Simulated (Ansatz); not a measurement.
# Resistivity from frozen vibrations: Na(100) with 4 thermally displaced layers, 2x2

Wanted: the phonon-limited resistivity of Na at 300 K by the Landauer route. The measured value for the pure metal at this temperature is 4.93 µΩ cm (CRC Handbook of Chemistry and Physics, 84th ed., 2003, Electrical Resistivity of Pure Metals).

Program: Ansatz 0.2.0. Level of theory: Ansatz plane-wave DFT, PBE, PAW files; ballistic transport by layer matching (Landauer), zero bias; PAW set soft_1. Results are calculated unless marked as measured.

## 1. The structure

The cell holds 56 atoms: 56 Na. Cell: a = 8.581 Å, b = 8.581 Å, c = 30.034 Å, α = 90.0°, β = 90.0°, γ = 90.0°. It derives from Na. Regions: lead, 40 atoms (40 Na); scattering region, 16 atoms (16 Na). The structure is stacked along c, and the current runs across the ab planes.

## 2. With 4 displaced layers

Each atom of 4 layers is moved at random, by amounts drawn from a normal law 0.2769 Å wide in each direction from the Debye model (158 K) at 300 K. The layers about the cell's end stay perfect and serve as the lead. Disorder leaves little or no symmetry, which makes such runs dear. Energies from -0.05 to 0.05 eV in steps of 0.05 eV are too few for the program's thermal sum, so it prints no conductance; for a metal the transmission near the Fermi level serves, at a fraction of the cost.

The input, input.yaml:

```yaml
crystal:
  lattice:
    - [8.5812, 0.0, 0.0]
    - [0.0, 8.5812, 0.0]
    - [0.0, 0.0, 30.0342]
  atoms:
    - { symbol: Na, position: [0.0, 0.0, 0.0357142857] }
    - { symbol: Na, position: [0.0, 0.5, 0.0357142857] }
    - { symbol: Na, position: [0.5, 0.0, 0.0357142857] }
    - { symbol: Na, position: [0.5, 0.5, 0.0357142857] }
    - { symbol: Na, position: [0.25, 0.25, 0.1071428571] }
    - { symbol: Na, position: [0.25, 0.75, 0.1071428571] }
    - { symbol: Na, position: [0.75, 0.25, 0.1071428571] }
    - { symbol: Na, position: [0.75, 0.75, 0.1071428571] }
    - { symbol: Na, position: [0.0, 0.0, 0.1785714286] }
    - { symbol: Na, position: [0.0, 0.5, 0.1785714286] }
    - { symbol: Na, position: [0.5, 0.0, 0.1785714286] }
    - { symbol: Na, position: [0.5, 0.5, 0.1785714286] }
    - { symbol: Na, position: [0.25, 0.25, 0.25] }
    - { symbol: Na, position: [0.25, 0.75, 0.25] }
    - { symbol: Na, position: [0.75, 0.25, 0.25] }
    - { symbol: Na, position: [0.75, 0.75, 0.25] }
    - { symbol: Na, position: [0.0, 0.0, 0.3214285714] }
    - { symbol: Na, position: [0.0, 0.5, 0.3214285714] }
    - { symbol: Na, position: [0.5, 0.0, 0.3214285714] }
    - { symbol: Na, position: [0.5, 0.5, 0.3214285714] }
    - { symbol: Na, position: [0.2511032009, 0.293871112, 0.4041470276] }
    - { symbol: Na, position: [0.2335353709, 0.7403862641, 0.3879955406] }
    - { symbol: Na, position: [0.7683817423, 0.248191128, 0.399742182] }
    - { symbol: Na, position: [0.6903976174, 0.8005433801, 0.3919681992] }
    - { symbol: Na, position: [0.0219518392, 0.995593802, 0.4607910581] }
    - { symbol: Na, position: [0.0149418602, 0.5266022363, 0.4624187268] }
    - { symbol: Na, position: [0.4950704823, 0.0221234896, 0.4562626258] }
    - { symbol: Na, position: [0.4511396885, 0.512743758, 0.4581042163] }
    - { symbol: Na, position: [0.1880418242, 0.2237352424, 0.5314038165] }
    - { symbol: Na, position: [0.2115023245, 0.7018469066, 0.5360520253] }
    - { symbol: Na, position: [0.7789489935, 0.2424781894, 0.5288595711] }
    - { symbol: Na, position: [0.7624215018, 0.7731410107, 0.5329486886] }
    - { symbol: Na, position: [0.0175732492, 0.0336475011, 0.6052350641] }
    - { symbol: Na, position: [0.9737526045, 0.5112166545, 0.6094248158] }
    - { symbol: Na, position: [0.5354522708, 0.9585540804, 0.6010438899] }
    - { symbol: Na, position: [0.4729572472, 0.4440534678, 0.6083083728] }
    - { symbol: Na, position: [0.25, 0.25, 0.6785714286] }
    - { symbol: Na, position: [0.25, 0.75, 0.6785714286] }
    - { symbol: Na, position: [0.75, 0.25, 0.6785714286] }
    - { symbol: Na, position: [0.75, 0.75, 0.6785714286] }
    - { symbol: Na, position: [0.0, 0.0, 0.75] }
    - { symbol: Na, position: [0.0, 0.5, 0.75] }
    - { symbol: Na, position: [0.5, 0.0, 0.75] }
    - { symbol: Na, position: [0.5, 0.5, 0.75] }
    - { symbol: Na, position: [0.25, 0.25, 0.8214285714] }
    - { symbol: Na, position: [0.25, 0.75, 0.8214285714] }
    - { symbol: Na, position: [0.75, 0.25, 0.8214285714] }
    - { symbol: Na, position: [0.75, 0.75, 0.8214285714] }
    - { symbol: Na, position: [0.0, 0.0, 0.8928571429] }
    - { symbol: Na, position: [0.0, 0.5, 0.8928571429] }
    - { symbol: Na, position: [0.5, 0.0, 0.8928571429] }
    - { symbol: Na, position: [0.5, 0.5, 0.8928571429] }
    - { symbol: Na, position: [0.25, 0.25, 0.9642857143] }
    - { symbol: Na, position: [0.25, 0.75, 0.9642857143] }
    - { symbol: Na, position: [0.75, 0.25, 0.9642857143] }
    - { symbol: Na, position: [0.75, 0.75, 0.9642857143] }
kpoints:
  mp_grid: { grid: [3, 3, 1] }
hamiltonian:
  xc: pbe
  pseudopotentials: { kind: paw, azcp: { folder: soft_1 } }
scf:
  occupations: { method: fermi_dirac, width: 0.1 }
output:
  transmission: { leads: [[0, 4]], kmesh: [6, 6], e_range: [-0.05, 0.05], de: 0.05 }
  write_potential: true
  write_density: true
  volumetric_format: npy
```

Started as:

```
$ ansatz run input.yaml --threads 4 --pin off --max-ram 15360MiB --backend cpu --events-out ev --progress --plain --runs-dir out
```

Numbers of over 12 decimals in the logs are rounded to 6 here.

What it wrote:

```text
Engine: ansatz 0.2.0, x86_64-unknown-linux-gnu
Pseudopotentials: kind: paw
Pseudopotential: Na, paw, valence charge 9, recommended cutoff 420 eV (normal), soft_1/Na.paw.azcp
Functional definition: PBE
  parameter kappa = 0.804
  parameter beta = 0.066725
  exchange = pbe_x(kappa = kappa, mu = beta*pi^2/3)
  correlation = pbe_c(beta = beta)
Crystal: 56 atoms, lattice volume = 2211.628 Å³
Basis set: ecut = 420 eV, 43261 PW (Γ)
Bands: 308, of which v1, the nominal top of the filled ones, is band 252 counted from 1 (251 counted from 0)
Symmetry: 1 space group operations
Space group: P1 (ITA 1), of the structure as read, at distance tolerance 1.3e-4 Å
k-points: 5 of 9 (time reversal used)
Non-local potential: Na, projectors of the file, l = 0: 3, l = 1: 2, l = 2: 1
PAW form: soft (Blöchl's): semilocal exchange-correlation on the pseudo side does not see the compensation charge
PAW one-centre angular grid: Na, 110 points (default); XC on 64 Gauss nodes
Initial density: superposition of atomic densities (chi_scale 0.1, normalization cell)
Initial wavefunctions: pseudopotential atomic-orbital guess
Functional: x = pbe(κ = 0.804, μ = 0.219515), c = pbe(β = 0.066725)
SCF iter   1: F=—  HF=-83239.146585 eV  |F-HF|=—  |Δ(HF+E_count)|=         —  Δρ=4.41e-3  dr2=1.07e0  ethr=3.10e-3  ⟨swp⟩=6.8  Hψ=6241  notcnv=0
preconditioner: auto → Kerker (q_TF=auto, 2.132 Å⁻¹)  [metal: Δε(μ)=0.003 eV  Ē_g=3.010 eV  σ=0.100 eV  W_gap=0.01  n_scr=348 (ndim 8)  ℏωp=5.9 eV  f_vac=0.000  D(μ)=26.03/eV (n_scr^D=100)]
SCF iter   2: F=—  HF=-83239.052261 eV  |F-HF|=—  |Δ(HF+E_count)|=   9.43e-2  Δρ=2.85e-3  dr2=5.73e-1  ethr=2.13e-4  ⟨swp⟩=1.8  Hψ=1846  notcnv=0
SCF iter   3: F=—  HF=-83238.977249 eV  |F-HF|=—  |Δ(HF+E_count)|=   7.50e-2  Δρ=9.83e-4  dr2=5.54e-2  ethr=1.14e-4  ⟨swp⟩=1.0  Hψ=1528  notcnv=0
SCF iter   4: F=—  HF=-83238.966042 eV  |F-HF|=—  |Δ(HF+E_count)|=   1.12e-2  Δρ=1.85e-4  dr2=3.81e-3  ethr=1.10e-5  ⟨swp⟩=2.0  Hψ=2512  notcnv=0
SCF iter   5: F=—  HF=-83238.966044 eV  |F-HF|=—  |Δ(HF+E_count)|=   2.32e-6  Δρ=5.07e-5  dr2=8.32e-4  ethr=7.56e-7  ⟨swp⟩=1.6  Hψ=1570  notcnv=0
SCF iter   6: F=—  HF=-83238.965990 eV  |F-HF|=—  |Δ(HF+E_count)|=   5.39e-5  Δρ=2.95e-5  dr2=4.92e-5  ethr=1.65e-7  ⟨swp⟩=2.0  Hψ=1689  notcnv=0
SCF iter   7: F=—  HF=-83238.966070 eV  |F-HF|=—  |Δ(HF+E_count)|=   7.95e-5  Δρ=8.70e-6  dr2=2.99e-6  ethr=9.75e-9  ⟨swp⟩=2.0  Hψ=2470  notcnv=0  defer=12
SCF iter   8: F=—  HF=-83238.966070 eV  |F-HF|=—  |Δ(HF+E_count)|=   4.20e-8  Δρ=4.81e-6  dr2=6.72e-7  ethr=5.94e-10  ⟨swp⟩=2.0  Hψ=2832  notcnv=0  defer=12
SCF iter   9: F=—  HF=-83238.966070 eV  |F-HF|=—  |Δ(HF+E_count)|=   1.41e-7  Δρ=1.31e-6  dr2=1.69e-7  ethr=1.33e-10  ⟨swp⟩=2.0  Hψ=2797  notcnv=0  defer=12
SCF iter  10: F=-83238.966070 eV  HF=-83238.966070 eV  |F-HF|=4.96e-9  |Δ(HF+E_count)|=   1.41e-8  Δρ=3.50e-7  dr2=1.17e-8  ethr=1.98e-11  ⟨swp⟩=10.0  Hψ=5936  notcnv=0
SCF 1 converged in 10 iterations: F = -83238.966070 eV  dr2 = 1.17e-8
  greatest PAW one-centre occupation: 0.999 electrons in one spin orbital (limit 2), on the Na atom at site 35 (counted from 0), in its partial waves of l = 0
transmission: 99 of 980 steps passed
transmission: 201 of 980 steps passed
[...]
transmission: 980 of 980 steps passed
SCF converged after 10 iterations
Free energy (F): -83238.966070 eV
Harris-Foulkes:  -83238.966070 eV  (|F-HF|=4.96e-9)
Internal energy: -83238.123932 eV  (E = F + TS)
E sigma→0 (E₀):  -83238.545001 eV
Entropy (-TS):   -0.842137 eV (-15.038 meV/atom)
Fermi energy:    1.387707 eV
--- Per-component energies (eV) ---
  E_band       = -13689.466948
  E_kinetic    = 6317.449127
  E_local      = -90826.821246  (includes V_loc(G=0)·N_el)
  E_nonlocal   = 15576.190040
  E_hartree    = 31699.221310
  E_xc         = -2029.243573
  E_vxc        = -2607.755801  (∫ρ·V_xc dr)
  E_paw        = -16433.570362  (= ΣΔE_a)
  E_vpaw       = -5546.970759  (= ΣTr[D̂ρ^β])
  E_aug_tail   = 0.000908  (compensation charges beyond the density's cutoff)
  E_ewald      = -27541.350137
  E_smearing   = -0.842137  (= −TS)
  E_closure    = -0.000000  (closes the sum)
  Σ components = -83238.966070   (vs F -83238.966070, Δ=0.00e0)
--- Band table (eV; the first three rows and the last of 5) ---
  k-point 0: bands = [... 248 lower, 1.0054, 1.0147, 1.0493, 1.0532, 1.0735, 1.7374, 1.7551, 1.7712, ... 52 higher]
  k-point 1: bands = [... 248 lower, 1.2327, 1.2422, 1.2575, 1.2690, 1.3793, 1.3989, 1.4089, 1.4173, ... 52 higher]
  k-point 2: bands = [... 248 lower, 1.2181, 1.2273, 1.2635, 1.2733, 1.3878, 1.3994, 1.4145, 1.4231, ... 52 higher]
  k-point 4: bands = [... 248 lower, 0.9371, 0.9615, 1.3935, 1.4050, 1.5865, 1.6099, 2.0263, 2.0355, ... 52 higher]
--- Transmission ---
  basis      : 657 plane waves across, 49 finite elements along
  points     : 20, standing for a mesh of 6 x 6
  energies   : 3 from -0.050000 to 0.050000 eV about the Fermi level, 0.050000 eV apart; the leads are filled to 0.000000 eV, and channels, transmission and decay are at 0.000000 eV
  crystal 0  : Na4, at the sites [0, 4], period 2.1453 Å, over 21.45 Å; its Hamiltonian steps by up to 2.9 meV
    offset         : up to 0.0000 Å between an atom of the period and one for which it stands
    channels       : 4.916667e0 a spin
    conductance    : none, the energies end too early or step too widely for 300 K: set another output.transmission.e_range or a lower de, or, where they end at an eighth of basis.ecutwfc, a higher one
  junction   : crystal 0 to crystal 0, 0.70 to 28.59 Å
    transmission   : 4.738886e0 a spin
    conductance    : none, the energies end too early or step too widely for 300 K: set another output.transmission.e_range or a lower de, or, where they end at an eighth of basis.ecutwfc, a higher one
```

It took 19 min on 4 threads of Intel Xeon Platinum 8375C at 2.90GHz (Ice Lake), shared host; peak memory 10 GiB.

In the SCF lines HF is the Harris–Foulkes energy and dr2 the Hartree energy of the density residual, in eV; the loop may stop once dr2 is under the threshold and the program's other checks hold. Hψ counts applications of the Hamiltonian.

Numbers from this step:

```
free energy                                    : -83238.9661 eV
energy at zero smearing                        : -83238.5450 eV
Fermi energy                                   : 1.388 eV
cell area                                      : 73.64 Å²
transmission per spin nearest the Fermi level  : 4.739
open channels per spin nearest the Fermi level : 4.917
step of the lead's potential                   : 2.9 meV
```

Per spin. The transmission, zone mean by energy, zero at the Fermi level:

```tsv
energy (eV)	transmission, zone mean
-0.0500	4.70
0.0000	4.74
0.0500	4.76
```

Per spin. The open channels, zone mean, lead stays at 4.92 for energy from -0.05 to 0.05 eV.

Transmission over k1 and k2. At 0.0000 eV from the Fermi level.

Values, 6 rows by 6 columns:
```
3.99 3.98 4.80 5.65 4.80 3.98
3.96 4.79 5.64 4.90 5.66 4.79
5.58 5.39 4.90 4.93 4.90 5.39
3.96 4.79 5.66 4.90 5.64 4.79
3.99 3.98 4.80 5.65 4.80 3.98
3.99 3.99 3.96 5.76 3.96 3.99
```
Columns: k1 (b1) from -0.5 to 0.333; rows upwards: k2 (b2) from -0.5 to 0.333.

Open channels over k1 and k2. At 0.0000 eV from the Fermi level.

Ten even steps from '_' (4.00) to '@' (6.00):
```
____++@@++__
__++@@++@@++
@@@@++++++@@
__++@@++@@++
____++@@++__
______@@____
```
Columns: k1 (b1) from -0.5 to 0.333; rows upwards: k2 (b2) from -0.5 to 0.333.

Over the solved energies the transmission per spin lies between 4.70 and 4.76, out of 4.92 channels of the lead on average (up to 4.92).

## 3. With 8 displaced layers

Each atom of 8 layers is moved at random, by amounts drawn from a normal law 0.2769 Å wide in each direction from the Debye model (158 K) at 300 K. A fresh draw is used; the growth of the resistance with length is what counts.

System of this step: Na(100) with 8 thermally displaced layers, 2x2. The cell holds 72 atoms: 72 Na. Cell: a = 8.581 Å, b = 8.581 Å, c = 38.615 Å, α = 90.0°, β = 90.0°, γ = 90.0°. It derives from Na. Regions: lead, 40 atoms (40 Na); scattering region, 32 atoms (32 Na). The structure is stacked along c, and the current runs across the ab planes.

The input, input.yaml:

```yaml
crystal:
  lattice:
    - [8.5812, 0.0, 0.0]
    - [0.0, 8.5812, 0.0]
    - [0.0, 0.0, 38.6154]
  atoms:
    - { symbol: Na, position: [0.0, 0.0, 0.0277777778] }
    - { symbol: Na, position: [0.0, 0.5, 0.0277777778] }
    - { symbol: Na, position: [0.5, 0.0, 0.0277777778] }
    - { symbol: Na, position: [0.5, 0.5, 0.0277777778] }
    - { symbol: Na, position: [0.25, 0.25, 0.0833333333] }
    - { symbol: Na, position: [0.25, 0.75, 0.0833333333] }
    - { symbol: Na, position: [0.75, 0.25, 0.0833333333] }
    - { symbol: Na, position: [0.75, 0.75, 0.0833333333] }
    - { symbol: Na, position: [0.0, 0.0, 0.1388888889] }
    - { symbol: Na, position: [0.0, 0.5, 0.1388888889] }
    - { symbol: Na, position: [0.5, 0.0, 0.1388888889] }
    - { symbol: Na, position: [0.5, 0.5, 0.1388888889] }
    - { symbol: Na, position: [0.25, 0.25, 0.1944444444] }
    - { symbol: Na, position: [0.25, 0.75, 0.1944444444] }
    - { symbol: Na, position: [0.75, 0.25, 0.1944444444] }
    - { symbol: Na, position: [0.75, 0.75, 0.1944444444] }
    - { symbol: Na, position: [0.0, 0.0, 0.25] }
    - { symbol: Na, position: [0.0, 0.5, 0.25] }
    - { symbol: Na, position: [0.5, 0.0, 0.25] }
    - { symbol: Na, position: [0.5, 0.5, 0.25] }
    - { symbol: Na, position: [0.2670291595, 0.2261635603, 0.3154903864] }
    - { symbol: Na, position: [0.2765186982, 0.770241775, 0.3084357204] }
    - { symbol: Na, position: [0.7808338756, 0.2070247895, 0.3099573166] }
    - { symbol: Na, position: [0.7694480881, 0.6929660452, 0.3080436966] }
    - { symbol: Na, position: [0.9919203656, 0.0252151732, 0.3579631172] }
    - { symbol: Na, position: [0.9994114741, 0.5110618162, 0.3548284784] }
    - { symbol: Na, position: [0.519313218, 0.9966134509, 0.3646421196] }
    - { symbol: Na, position: [0.4831633513, 0.5350453802, 0.3654502963] }
    - { symbol: Na, position: [0.2442561721, 0.2703895667, 0.425698876] }
    - { symbol: Na, position: [0.3077907731, 0.6992298804, 0.4229985569] }
    - { symbol: Na, position: [0.7650050447, 0.2469716608, 0.409449067] }
    - { symbol: Na, position: [0.7905621344, 0.7092910837, 0.4207315598] }
    - { symbol: Na, position: [0.0420036772, 0.9483880144, 0.4700532258] }
    - { symbol: Na, position: [0.9577592193, 0.5078742008, 0.4830800092] }
    - { symbol: Na, position: [0.5652883352, 0.9426306314, 0.4680999452] }
    - { symbol: Na, position: [0.5226992914, 0.5509571317, 0.4752422239] }
    - { symbol: Na, position: [0.2259260327, 0.2595866985, 0.5276586212] }
    - { symbol: Na, position: [0.2434264768, 0.7263029071, 0.5305543579] }
    - { symbol: Na, position: [0.7599334775, 0.2469999452, 0.5261883166] }
    - { symbol: Na, position: [0.7085432464, 0.7343139506, 0.5364277967] }
    - { symbol: Na, position: [0.9938517979, 0.9535493756, 0.5929010391] }
    - { symbol: Na, position: [0.0171085679, 0.5680156569, 0.5837815339] }
    - { symbol: Na, position: [0.4851138142, 0.95329296, 0.5928250073] }
    - { symbol: Na, position: [0.5829031302, 0.4735132239, 0.5786938358] }
    - { symbol: Na, position: [0.2692355307, 0.2232096021, 0.6369490359] }
    - { symbol: Na, position: [0.2387127805, 0.7561933922, 0.6467385327] }
    - { symbol: Na, position: [0.7507119922, 0.2796478622, 0.6358783639] }
    - { symbol: Na, position: [0.7605761444, 0.6810119477, 0.6284930319] }
    - { symbol: Na, position: [0.0256794776, 0.9809593254, 0.6986023262] }
    - { symbol: Na, position: [0.0174982817, 0.5426622165, 0.7002653223] }
    - { symbol: Na, position: [0.5328123715, 0.9963970183, 0.6894378701] }
    - { symbol: Na, position: [0.4763968706, 0.4842536723, 0.6863437806] }
    - { symbol: Na, position: [0.25, 0.25, 0.75] }
    - { symbol: Na, position: [0.25, 0.75, 0.75] }
    - { symbol: Na, position: [0.75, 0.25, 0.75] }
    - { symbol: Na, position: [0.75, 0.75, 0.75] }
    - { symbol: Na, position: [0.0, 0.0, 0.8055555556] }
    - { symbol: Na, position: [0.0, 0.5, 0.8055555556] }
    - { symbol: Na, position: [0.5, 0.0, 0.8055555556] }
    - { symbol: Na, position: [0.5, 0.5, 0.8055555556] }
    - { symbol: Na, position: [0.25, 0.25, 0.8611111111] }
    - { symbol: Na, position: [0.25, 0.75, 0.8611111111] }
    - { symbol: Na, position: [0.75, 0.25, 0.8611111111] }
    - { symbol: Na, position: [0.75, 0.75, 0.8611111111] }
    - { symbol: Na, position: [0.0, 0.0, 0.9166666667] }
    - { symbol: Na, position: [0.0, 0.5, 0.9166666667] }
    - { symbol: Na, position: [0.5, 0.0, 0.9166666667] }
    - { symbol: Na, position: [0.5, 0.5, 0.9166666667] }
    - { symbol: Na, position: [0.25, 0.25, 0.9722222222] }
    - { symbol: Na, position: [0.25, 0.75, 0.9722222222] }
    - { symbol: Na, position: [0.75, 0.25, 0.9722222222] }
    - { symbol: Na, position: [0.75, 0.75, 0.9722222222] }
kpoints:
  mp_grid: { grid: [3, 3, 1] }
hamiltonian:
  xc: pbe
  pseudopotentials: { kind: paw, azcp: { folder: soft_1 } }
scf:
  occupations: { method: fermi_dirac, width: 0.1 }
output:
  transmission: { leads: [[0, 4]], kmesh: [6, 6], e_range: [-0.05, 0.05], de: 0.05 }
  write_potential: true
  write_density: true
  volumetric_format: npy
```

What it wrote:

```text
[...]
Crystal: 72 atoms, lattice volume = 2843.522 Å³
Basis set: ecut = 420 eV, 55657 PW (Γ)
Bands: 396, of which v1, the nominal top of the filled ones, is band 324 counted from 1 (323 counted from 0)
Symmetry: 1 space group operations
[...]
k-points: 5 of 9 (time reversal used)
[...]
SCF iter   1: F=—  HF=-107020.831689 eV  |F-HF|=—  |Δ(HF+E_count)|=         —  Δρ=4.64e-3  dr2=1.95e0  ethr=3.10e-3  ⟨swp⟩=7.8  Hψ=8244  notcnv=0
[...]
SCF iter  10: F=-107020.496820 eV  HF=-107020.496820 eV  |F-HF|=8.95e-9  |Δ(HF+E_count)|=   5.31e-8  Δρ=4.45e-7  dr2=2.21e-8  ethr=1.54e-11  ⟨swp⟩=8.8  Hψ=7487  notcnv=0
SCF 1 converged in 10 iterations: F = -107020.496820 eV  dr2 = 2.21e-8
[...]
transmission: 122 of 1220 steps passed
transmission: 244 of 1220 steps passed
[...]
transmission: 1220 of 1220 steps passed
SCF converged after 10 iterations
Free energy (F): -107020.496820 eV
[...]
Internal energy: -107019.452640 eV  (E = F + TS)
E sigma→0 (E₀):  -107019.974730 eV
Entropy (-TS):   -1.044180 eV (-14.503 meV/atom)
Fermi energy:    1.399097 eV
[...]
--- Band table (eV; the first three rows and the last of 5) ---
  k-point 0: bands = [... 320 lower, 1.2117, 1.2283, 1.2399, 1.2505, 1.2560, 1.2679, 1.2842, 1.8245, ... 68 higher]
  k-point 1: bands = [... 320 lower, 1.3197, 1.3279, 1.3476, 1.3635, 1.4326, 1.4397, 1.4565, 1.4603, ... 68 higher]
  k-point 2: bands = [... 320 lower, 1.3122, 1.3232, 1.3419, 1.3639, 1.4384, 1.4540, 1.4658, 1.4829, ... 68 higher]
  k-point 4: bands = [... 320 lower, 1.0741, 1.0920, 1.2673, 1.2803, 1.6829, 1.7108, 1.8887, 1.9018, ... 68 higher]
--- Transmission ---
  basis      : 657 plane waves across, 61 finite elements along
  points     : 20, standing for a mesh of 6 x 6
[...]
channels       : 4.916667e0 a spin
[...]
junction   : crystal 0 to crystal 0, 0.70 to 37.17 Å
    transmission   : 4.533788e0 a spin
[...]
```

The job ended after 27 min (4 threads; peak memory 10 GiB; 1.7 h of CPU time).

Numbers from this step:

```
free energy                                   : -107020.4968 eV
energy at zero smearing                       : -107019.9747 eV
Fermi energy                                  : 1.399 eV
transmission per spin nearest the Fermi level : 4.534
step of the lead's potential                  : 10.6 meV
```

Per spin. Transmission, zone mean against energy, zero at the Fermi level:

```tsv
energy (eV)	transmission, zone mean
-0.0500	4.39
0.0000	4.53
0.0500	4.56
```

Over the solved energies the transmission per spin lies between 4.39 and 4.56, out of 4.90 channels of the lead on average (up to 4.92).

(Part 1 of 2 ends here.)

[Logs are printed without paths, hosts, clocks, repeated set-up lines and the standing remarks that a program may print on its own settings, such as how far it seeks lower states.]

[Hosts, paths, dates, database ids (printed as entryN), source tags and the programs' standing remarks are cut or masked in the printed files.]
